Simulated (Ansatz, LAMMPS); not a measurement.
# Glassy 39BaO-61TiO2 (mol %) (94 atoms): geometry optimisation

Wanted: the relaxed structure of glassy 39BaO-61TiO2 (mol %) (94 atoms) and its electronic structure.

Method: Kohn-Sham DFT, PBE, PAW (set soft_2), plane waves, in Ansatz 0.2.0.

## (1) Starting point

The cell holds 94 atoms: 14 Ba, 22 Ti and 58 O. Cell: a = 11.433 Å, b = 11.433 Å, c = 11.433 Å, α = 90.0°, β = 90.0°, γ = 90.0°. 94 atoms (14 Ba, 22 Ti, 58 O) placed at random at 4.7 g/cm³, melted at 4000 K for 10 ps at fixed volume with the Morse and Coulomb pair potential with partial charges (Pedone, Malavasi, Menziani, Cormack and Segre, J. Phys. Chem. B 110, 11780 (2006)). Quenched from 4000 K to 300 K at 50 K/ps and fixed volume, held 10 ps at zero pressure, then minimised at fixed cell.

Before any run, some limits are plain. The quench rate of 50 K/ps far exceeds what a furnace or splat quench reaches, so expect more defects and frozen-in strain than in a real sample. The network of bonds at the start is that of the classical potential that made the cell. The Brillouin zone is sampled at Γ only, in a cell whose shortest periodic width is 11 Å. The levels lack spin–orbit coupling, which is large for the heavy elements here.

## (2) Making the structure

A classical potential supplies the starting structure, since it reaches far longer times than DFT.

This step: classical MD, Morse and Coulomb pair potential with partial charges (Pedone, Malavasi, Menziani, Cormack and Segre, J. Phys. Chem. B 110, 11780 (2006)) (LAMMPS 22 Jul 2025 - Update 4).

in.lmp reads:

```
# melt-quench of Ba14Ti22O58
units metal
atom_style charge
boundary p p p
region box block 0 11.1335 0 11.1335 0 11.1335
create_box 3 box
mass 1 137.3270   # Ba
mass 2 47.8670   # Ti
mass 3 15.9990   # O
create_atoms 1 random 14 734474 NULL overlap 1.5 maxtry 2000
create_atoms 2 random 22 734481 NULL overlap 1.5 maxtry 2000
create_atoms 3 random 58 734488 NULL overlap 1.5 maxtry 2000
pair_style hybrid/overlay pedone 5.5 coul/long 8.0
pair_coeff * * coul/long
pair_coeff 1 3 pedone 0.065011 1.547596 3.393410 5   # Ba-O
pair_coeff 2 3 pedone 0.024235 2.254703 2.708943 1   # Ti-O
pair_coeff 3 3 pedone 0.042395 1.379316 3.618701 22   # O-O
set type 1 charge 1.2
set type 2 charge 2.4
set type 3 charge -1.2
kspace_style pppm 1.0e-4
neigh_modify delay 0 every 1 check yes
thermo_style custom step time temp pe press density
thermo_modify norm yes
timestep 0.002
thermo 100
min_style cg
minimize 1e-4 1e-4 200 2000
reset_timestep 0
velocity all create 4000 734475 mom yes dist gaussian
fix lim all nve/limit 0.05
fix lan all langevin 4000 4000 0.2 734476 zero yes
thermo 500
run 1000 post no
# [... 10 lines left out ...]
thermo 1666
fix md all npt temp 300 300 0.2 iso 0 0 2
run 5000 post no
unfix md
thermo 100
min_style cg
minimize 0 1e-3 2000 20000
write_dump all custom glass.dump id type xs ys zs modify sort id
```

On the command line:

```
$ lmp -in in.lmp -log none -nocite
```

Numbers of over 12 decimals in the logs are rounded to 6 here.

Log:

```text
LAMMPS (22 Jul 2025 - Update 4)
Created orthogonal box = (0 0 0) to (11.1335 11.1335 11.1335)
Created 14 atoms
Created 22 atoms
Created 58 atoms
PPPM initialization ...
  G vector (1/distance) = 0.3804861
  grid = 12 12 12
  estimated relative force accuracy = 6.0549022e-05
   Step          Time           Temp          PotEng         Press         Density
         0   0              0             -0.69924914     957627.11      4.6969784
        84   0.168          0             -12.70251       71158.065      4.6969784
Loop time of 0.0443439 s on 1 MPI rank(s) for 84 steps with 94 atoms
Minimization stats:
  Stopping criterion = energy tolerance
[... 37 lines left out ...]
     46648   93.296         280.54012     -12.824237     -3750.073       4.3129471
     48000   96             313.38814     -12.831026     -251.44789      4.3369724
Loop time of 2.18419 s on 1 MPI rank(s) for 5000 steps with 94 atoms
   Step          Time           Temp          PotEng         Press         Density
     48000   96             313.38814     -12.831026     -251.56314      4.3369724
     48017   96.034         313.38814     -12.863916     -3026.6756      4.3369724
Loop time of 0.0350128 s on 1 MPI rank(s) for 17 steps with 94 atoms
Minimization stats:
  Stopping criterion = linesearch alpha is zero
  Energy initial, next-to-last, final =
     -12.8310258066296  -12.8639164820363  -12.8639164820363
  Force two-norm initial, final = 9.9860087 0.53771804
  Iterations, force evaluations = 17 94
```

Elapsed: 18 s, on 1 thread of Intel Xeon 6975P-C (Granite Rapids), shared host; peak memory 0.068 GiB.

## (3) Single point at the start

The forces at the start show how far the geometry lies from a minimum of this functional.

input.yaml reads:

```yaml
crystal:
  lattice:
    - [11.43341, 0.0, 0.0]
    - [0.0, 11.43341, 0.0]
    - [0.0, 0.0, 11.43341]
  atoms:
    - { symbol: Ba, position: [0.27699, 0.91817, 0.86631] }
    - { symbol: Ba, position: [0.53607, 0.47927, 0.79729] }
    - { symbol: Ba, position: [0.83138, 0.32018, 0.69644] }
    - { symbol: Ba, position: [0.87013, 0.97278, 0.47763] }
    - { symbol: Ba, position: [0.37026, 0.25378, 0.98038] }
    - { symbol: Ba, position: [0.13607, 0.98471, 0.2773] }
    - { symbol: Ba, position: [0.20722, 0.13382, 0.55852] }
    - { symbol: Ba, position: [0.98945, 0.82984, 0.02935] }
    - { symbol: Ba, position: [0.70392, 0.79028, 0.63315] }
    - { symbol: Ba, position: [0.40189, 0.3521, 0.49994] }
    - { symbol: Ba, position: [0.00522, 0.47534, 0.15787] }
    - { symbol: Ba, position: [0.66177, 0.80747, 0.24392] }
    - { symbol: Ba, position: [0.72352, 0.51365, 0.37076] }
    - { symbol: Ba, position: [0.28783, 0.68951, 0.30185] }
    - { symbol: Ti, position: [0.96399, 0.7242, 0.36031] }
    - { symbol: Ti, position: [0.44364, 0.94807, 0.45865] }
    - { symbol: Ti, position: [0.05915, 0.20165, 0.99873] }
    - { symbol: Ti, position: [0.47755, 0.47337, 0.1666] }
    - { symbol: Ti, position: [0.41719, 0.7038, 0.63147] }
    - { symbol: Ti, position: [0.52786, 0.17851, 0.75686] }
    - { symbol: Ti, position: [0.16716, 0.4007, 0.77009] }
    - { symbol: Ti, position: [0.26652, 0.61565, 0.95778] }
    - { symbol: Ti, position: [0.76428, 0.58855, 0.00744] }
    - { symbol: Ti, position: [0.09004, 0.47395, 0.48234] }
    - { symbol: Ti, position: [0.62377, 0.1463, 0.50597] }
    - { symbol: Ti, position: [0.83556, 0.0478, 0.15071] }
    - { symbol: Ti, position: [0.90841, 0.25515, 0.4194] }
    - { symbol: Ti, position: [0.76956, 0.28106, 0.9588] }
    - { symbol: Ti, position: [0.9332, 0.60314, 0.77032] }
    - { symbol: Ti, position: [0.53591, 0.78013, 0.92998] }
    - { symbol: Ti, position: [0.23304, 0.30096, 0.25513] }
    - { symbol: Ti, position: [0.12895, 0.77935, 0.60343] }
    - { symbol: Ti, position: [0.00421, 0.02435, 0.76024] }
    - { symbol: Ti, position: [0.741, 0.00116, 0.85439] }
    - { symbol: Ti, position: [0.63025, 0.21653, 0.21931] }
    - { symbol: Ti, position: [0.44066, 0.99344, 0.148] }
    - { symbol: O, position: [0.64948, 0.87117, 0.86032] }
    - { symbol: O, position: [0.78397, 0.19062, 0.49347] }
    - { symbol: O, position: [0.75036, 0.44133, 0.95705] }
    - { symbol: O, position: [0.73369, 0.20778, 0.08955] }
    - { symbol: O, position: [0.17705, 0.38966, 0.61193] }
    - { symbol: O, position: [0.28538, 0.91743, 0.46095] }
    - { symbol: O, position: [0.1737, 0.60913, 0.50837] }
    - { symbol: O, position: [0.387, 0.7184, 0.96503] }
    - { symbol: O, position: [0.39745, 0.27882, 0.74114] }
    - { symbol: O, position: [0.15225, 0.71544, 0.91722] }
    - { symbol: O, position: [0.44602, 0.07392, 0.84388] }
    - { symbol: O, position: [0.16147, 0.26365, 0.1193] }
    - { symbol: O, position: [0.85262, 0.32496, 0.2957] }
    - { symbol: O, position: [0.36222, 0.38767, 0.23342] }
    - { symbol: O, position: [0.14916, 0.28226, 0.87351] }
    - { symbol: O, position: [0.8086, 0.61418, 0.15218] }
    - { symbol: O, position: [0.59809, 0.37496, 0.19025] }
    - { symbol: O, position: [0.61814, 0.26307, 0.87105] }
    - { symbol: O, position: [0.7225, 0.08054, 0.25629] }
    - { symbol: O, position: [0.06749, 0.0619, 0.89856] }
    - { symbol: O, position: [0.58148, 0.22814, 0.37457] }
    - { symbol: O, position: [0.01025, 0.70152, 0.68006] }
    - { symbol: O, position: [0.7878, 0.97588, 0.01617] }
    - { symbol: O, position: [0.97606, 0.10806, 0.10966] }
    - { symbol: O, position: [0.27847, 0.18058, 0.3354] }
    - { symbol: O, position: [0.49767, 0.72395, 0.76594] }
    - { symbol: O, position: [0.59722, 0.25596, 0.62226] }
    - { symbol: O, position: [0.63116, 0.9884, 0.47756] }
    - { symbol: O, position: [0.81631, 0.74271, 0.41239] }
    - { symbol: O, position: [0.10414, 0.92755, 0.68378] }
    - { symbol: O, position: [0.81758, 0.15148, 0.8681] }
    - { symbol: O, position: [0.06058, 0.74083, 0.2403] }
    - { symbol: O, position: [0.45936, 0.56517, 0.58143] }
    - { symbol: O, position: [0.88944, 0.9206, 0.23318] }
    - { symbol: O, position: [0.22283, 0.55888, 0.09446] }
    - { symbol: O, position: [0.04308, 0.81285, 0.46975] }
    - { symbol: O, position: [0.79745, 0.56633, 0.70056] }
    - { symbol: O, position: [0.44865, 0.47358, 0.01714] }
    - { symbol: O, position: [0.47812, 0.80611, 0.52805] }
    - { symbol: O, position: [0.93676, 0.3059, 0.98648] }
    - { symbol: O, position: [0.02318, 0.47507, 0.77506] }
    - { symbol: O, position: [0.51689, 0.88846, 0.05894] }
    [... 10 atom lines left out ...]
    - { symbol: O, position: [0.45565, 0.93804, 0.29631] }
    - { symbol: O, position: [0.00991, 0.14558, 0.3923] }
    - { symbol: O, position: [0.27484, 0.75608, 0.66346] }
    - { symbol: O, position: [0.50698, 0.59995, 0.24884] }
    - { symbol: O, position: [0.98293, 0.57069, 0.39227] }
    - { symbol: O, position: [0.26055, 0.50723, 0.83984] }
kpoints:
  mp_grid: { grid: [1, 1, 1] }
hamiltonian:
  xc: pbe
scf:
  occupations: { method: fixed }
output:
  forces: true
  stress: true
  populations: true
  dos:
    method: { smearing: { sigma: 0.08 } }
    de: 0.1
    projected: { site_lists: { Ba: [Ba], O: [O], Ti: [Ti] } }
  eigenvalues: true
```

On the command line:

```
$ ansatz run input.yaml --threads 4 --pin off --max-ram 8192MiB --backend cpu --events-out ev --progress --plain --runs-dir out
```

Log:

```text
Engine: ansatz 0.2.0, x86_64-unknown-linux-gnu
Pseudopotentials: kind: paw
Pseudopotential: Ba, paw, valence charge 10, recommended cutoff 420 eV (normal), Ba.paw.azcp
Pseudopotential: Ti, paw, valence charge 12, recommended cutoff 420 eV (normal), Ti.paw.azcp
Pseudopotential: O, paw, valence charge 6, recommended cutoff 420 eV (normal), O.paw.azcp
[... 5 lines on functional and potentials left out ...]
Crystal: 94 atoms, lattice volume = 1494.608 Å³
Basis set: ecut = 420 eV, 29279 PW (Γ), exchange–correlation on 160×160×160 points (8 copies of the dense FFT grid, shifted against one another)
Bands: 470, of which v1, the nominal top of the filled ones, is band 376 counted from 1 (375 counted from 0)
Symmetry: 1 space group operations
Space group: P1 (ITA 1), of the structure as read, at distance tolerance 1.1e-4 Å
k-points: 1
[... 7 lines on functional and potentials left out ...]
Initial density: superposition of atomic densities (neutral atoms: chi_scale 0, normalization atom), corrected by the library's trained network
Initial wavefunctions: pseudopotential atomic-orbital guess
Functional: x = pbe(κ = 0.804, μ = 0.219515), c = pbe(β = 0.066725)
SCF iter   1: F=—  HF=-171329.514368 eV  |F-HF|=—  |Δ(HF+E_count)|=         —  Δρ=3.80e-3  dr2=2.19e-1  ethr=1.77e-3  ⟨swp⟩=5.0  Hψ=1676  notcnv=0  defer=89
preconditioner: auto → Resta (q_TF=auto, 2.433 Å⁻¹)  ε∞=5.2  [insulator: Δε(μ)=2.052 eV  Ē_g=10.929 eV  n_scr=364 (ndim 8)  ℏωp=22.5 eV  f_vac=0.070  ε∞_Penn≈5.2]
SCF iter   2: F=—  HF=-171329.498436 eV  |F-HF|=—  |Δ(HF+E_count)|=   1.59e-2  Δρ=2.30e-3  dr2=5.50e-2  ethr=2.91e-5  ⟨swp⟩=3.0  Hψ=922  notcnv=0  defer=92
SCF iter   3: F=—  HF=-171329.496215 eV  |F-HF|=—  |Δ(HF+E_count)|=   2.22e-3  Δρ=1.06e-3  dr2=1.65e-2  ethr=7.31e-6  ⟨swp⟩=3.0  Hψ=710  notcnv=0  defer=92
SCF iter   4: F=—  HF=-171329.498505 eV  |F-HF|=—  |Δ(HF+E_count)|=   2.29e-3  Δρ=6.22e-4  dr2=7.52e-3  ethr=2.19e-6  ⟨swp⟩=2.0  Hψ=680  notcnv=0  defer=92
SCF iter   5: F=—  HF=-171329.498436 eV  |F-HF|=—  |Δ(HF+E_count)|=   6.94e-5  Δρ=1.63e-4  dr2=7.66e-4  ethr=1.00e-6  ⟨swp⟩=2.0  Hψ=679  notcnv=0  defer=92
SCF iter   6: F=—  HF=-171329.498621 eV  |F-HF|=—  |Δ(HF+E_count)|=   1.85e-4  Δρ=1.02e-4  dr2=1.97e-4  ethr=1.02e-7  ⟨swp⟩=2.0  Hψ=758  notcnv=0  defer=92
SCF iter   7: F=—  HF=-171329.498671 eV  |F-HF|=—  |Δ(HF+E_count)|=   5.00e-5  Δρ=4.47e-5  dr2=3.37e-5  ethr=2.61e-8  ⟨swp⟩=2.0  Hψ=656  notcnv=0  defer=91
SCF iter   8: F=—  HF=-171329.498606 eV  |F-HF|=—  |Δ(HF+E_count)|=   6.46e-5  Δρ=2.05e-5  dr2=7.18e-6  ethr=4.48e-9  ⟨swp⟩=2.0  Hψ=836  notcnv=0  defer=90
SCF iter   9: F=—  HF=-171329.498610 eV  |F-HF|=—  |Δ(HF+E_count)|=   3.93e-6  Δρ=8.90e-6  dr2=1.42e-6  ethr=9.55e-10  ⟨swp⟩=2.0  Hψ=609  notcnv=0  defer=90
SCF iter  10: F=—  HF=-171329.498611 eV  |F-HF|=—  |Δ(HF+E_count)|=   1.00e-6  Δρ=5.74e-6  dr2=5.75e-7  ethr=1.89e-10  ⟨swp⟩=2.0  Hψ=758  notcnv=0  defer=90
SCF iter  11: F=—  HF=-171329.498611 eV  |F-HF|=—  |Δ(HF+E_count)|=   1.38e-7  Δρ=2.53e-6  dr2=1.13e-7  ethr=7.65e-11  ⟨swp⟩=2.0  Hψ=633  notcnv=0  defer=90
SCF iter  12: F=-171329.498612 eV  HF=-171329.498612 eV  |F-HF|=1.04e-8  |Δ(HF+E_count)|=   4.12e-8  Δρ=1.20e-6  dr2=2.67e-8  ethr=1.33e-11  ⟨swp⟩=15.0  Hψ=3017  notcnv=0
SCF 1 converged in 12 iterations: F = -171329.498612 eV  dr2 = 2.67e-8
  greatest PAW one-centre occupation: 0.999 electrons in one spin orbital (limit 2), on the Ti atom at site 34 (counted from 0), in its partial waves of l = 0
SCF converged after 12 iterations
Free energy (F): -171329.498612 eV
Harris-Foulkes:  -171329.498612 eV  (|F-HF|=1.04e-8)
Internal energy: -171329.498612 eV  (E = F + TS)
E sigma→0 (E₀):  -171329.498612 eV
Fermi energy:    7.402099 eV
--- Per-component energies (eV) ---
  E_band       = -5925.727473
  E_kinetic    = 18572.171468
  E_local      = -60902.126057  (includes V_loc(G=0)·N_el)
  E_nonlocal   = 3660.675483
  E_hartree    = 24558.309630
  E_xc         = -8824.008086
  E_vxc        = -10100.931485  (∫ρ·V_xc dr)
  E_paw        = -105338.736531  (= ΣΔE_a)
  E_vpaw       = -6272.277027  (= ΣTr[D̂ρ^β])
  E_aug_tail   = 0.143652  (compensation charges beyond the density's cutoff)
  E_ewald      = -43055.928170
  E_smearing   = -0.000000  (= −TS)
  E_closure    = -0.000000  (closes the sum)
  Σ components = -171329.498612   (vs F -171329.498612, Δ=0.00e0)
--- Forces (eV/Å), atoms counted from 1 ---
  atom   1  Ba     0.31823458    -0.10163497     0.05948954
  atom   2  Ba    -0.17663732    -0.29158873     0.66235557
  atom   3  Ba     0.18539515    -0.73798769    -0.32399139
  atom   4  Ba    -0.12943062     1.17484927    -0.45031976
  atom   5  Ba     0.08728815     0.05630061    -0.28727165
  atom   6  Ba     0.05816660     0.74110819    -0.19448482
  atom   7  Ba    -0.24012194    -0.33437884     0.14715410
  atom   8  Ba    -0.30071549    -0.43250740    -0.25270742
  atom   9  Ba    -0.76045796    -0.00942969     0.84574724
  atom  10  Ba     0.56142947     0.13227615     0.52399237
  atom  11  Ba     0.34975512    -0.19419292    -0.02688261
  atom  12  Ba    -0.05803735     0.49951433    -0.45113552
  atom  13  Ba     0.52734698    -0.72174907    -0.69005127
  atom  14  Ba    -0.09005842    -0.52246506    -0.07912641
[...]
atom  93  O     -0.83593573    -0.59783716    -0.57259473
  atom  94  O      0.68108284    -1.09535225    -1.31731197
  max |Σ_I F_I| component: 3.87e-5 eV/Å
--- Stress (GPa, compression-positive) ---
        3.643102      -0.367625      -1.688940
       -0.367625       3.354281      -1.054266
       -1.688940      -1.054266       3.811369
  P = ⅓ Tr σ = 3.6029 GPa (36.029 kbar)
--- Band table (eV) ---
  k-point 0: bands = ["-50.1653", "-49.7775", "-49.7601", "-49.6470", [... 454 levels ...], "12.0983", "12.1882", "12.1895", "12.2214", "12.2264", "12.2614", "12.2812", "12.2998", "12.3463", "12.3723", "12.3951", "12.4120"]
--- Löwdin populations: 94 sites ---
  site symbol       q [e]
     0     Ba      8.2273
     1     Ba      8.2401
     2     Ba      8.2216
[...]
93      O      6.6906
  spilling = 0.007601 (of n_electrons = 752.000000)
```

Run time: 23 s. Hardware: 4 threads of Intel Xeon 6975P-C (Granite Rapids), shared host; peak memory 2.3 GiB.

The run gave:

```yaml
free_energy: -171329.4986 eV
free_energy_per_atom: -1822.6542 eV/atom
scf_cycles: 12
pressure: 3.603 GPa
r_m_s_force_component: 0.8096 eV/Å
longest_force: 2.93 eV/Å
fermi_energy: 7.402 eV
spacing_of_highest_filled_and_lowest_empty_level: 1.838 eV
spilling_of_the_projection: 0.007601
```

The r.m.s. force component of 0.81 eV/Å and the pressure of 3.6 GPa set the starting point.

Neighbours are counted within 2.64 Å (O-Ti), 3.74 Å (O-Ba).

Length of the force by element and coordination:

```
element  coordination  atoms  mean length of the force (eV/Å)  spread  least   most
     Ba           all     14                            0.709   0.294  0.305   1.26
     Ba             8      2                            0.783   0.346  0.437   1.13
     Ba             9      5                            0.675   0.270  0.339   1.14
     Ba            10      6                            0.693   0.308  0.305   1.26
     Ba            11      1                            0.827       0  0.827  0.827
      O           all     58                             1.41   0.535  0.422   2.93
      O             3     17                             1.32   0.448  0.422   2.14
      O             4     25                             1.45   0.569  0.494   2.93
      O             5     16                             1.45   0.554  0.786   2.49
     Ti           all     22                             1.29   0.586  0.290   2.90
     Ti             4     11                             1.09   0.381  0.290   1.61
     Ti             5     11                             1.48   0.682  0.381   2.90
```

[end of part 1 of 3]

[Logs are printed without paths, hosts, clocks, repeated set-up lines and the standing remarks that a program may print on its own settings, such as how far it seeks lower states.]

[Hosts, paths, dates, database ids (printed as entryN), source tags and the programs' standing remarks are cut or masked in the printed files.]
